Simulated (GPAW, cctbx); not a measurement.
## AlCu2HgBr6: what bonding does to one electron reflection, worked out

AlCu2HgBr6, Fm-3m (no. 225), a = 10.6916 Å, b = 10.6916 Å, c = 10.6916 Å, α = 90.00°, β = 90.00°, γ = 90.00°.

| atom | mult. | x | y | z |
| --- | --- | --- | --- | --- |
| Hg1 | 4 | 1/2 | 0 | 0 |
| Br1 | 24 | 0 | 0 | 0.7647 |
| Cu1 | 8 | 1/4 | 3/4 | 3/4 |
| Al1 | 4 | 0 | 0 | 0 |

The start was made by putting kin elements into a known structure type; the compound need not exist, or be stable, in this form.

A DFT run (GPAW, PBE, 450 eV, 3×3×3 k-points, Fermi–Dirac width 0.05 eV) gives the static X-ray structure factor of 022 as 301.237 e for the conventional cell; superposed free atoms give 304.449 e. **Problem.** Find the Fourier component V of the crystal potential and the two-beam extinction distance at 300 kV in both cases.

## Step 1: Geometry

The cell volume is Ω = 1222.16 Å³ and d(022) = 3.7801 Å, so g = 1/d = 0.2645 Å⁻¹.

## Step 2: The nuclei

Electrons feel nuclei as well as electrons, so the nuclear charges are summed with the same phases.

Phase sums Σ exp(2πi h·x), turned so that the total is real and positive: Hg +4.000, Br -7.729, Cu +8.000, Al +4.000. Then F_Z = 80 × (+4.000) + 35 × (-7.729) + 29 × (+8.000) + 13 × (+4.000) = 333.50 e. The electron term has the same sign for this reflection.

## Step 3: Mott–Bethe

Poisson's equation, term by term, gives V = (e/4πε₀)(F_Z − F)/(πΩg²), with e/4πε₀ = 14.3996 V Å.

The prefactor is 14.3996 × 3.7801²/(π × 1222.16) = 0.05359 V per electron. Free atoms: (333.50 − 304.449) × 0.05359 = 1.557 V. Crystal: (333.50 − 301.237) × 0.05359 = 1.729 V. F changes by -1.06 % and V by +11.1 %: the same 3.21 e is measured against F_Z − F = 29.0 e in place of F = 304.4 e.

## Step 4: Extinction distance

In the two-beam case ξ = 1/(λU) with U = 2γm₀eV/h², that is ξ = 150.41 V Å²/(γλV).

At 300 kV, λ = 0.01969 Å and γ = 1.5871. Free atoms: ξ = 3092 Å. Crystal: ξ = 2784 Å. The thickness fringes go as sin²(πt/ξ), so the two patterns slip by a quarter of a period when t|1/ξ₁ − 1/ξ₀| = 1/4, at t ≈ 699 nm. Thermal motion, absorption and many-beam coupling, left out here, change a real pattern.

## Step 5: Answer

V(022) is 1.73 V against 1.56 V, and ξ is 2784 against 3092 Å. Limits: static atoms, two beams; no Hubbard U on Cu.
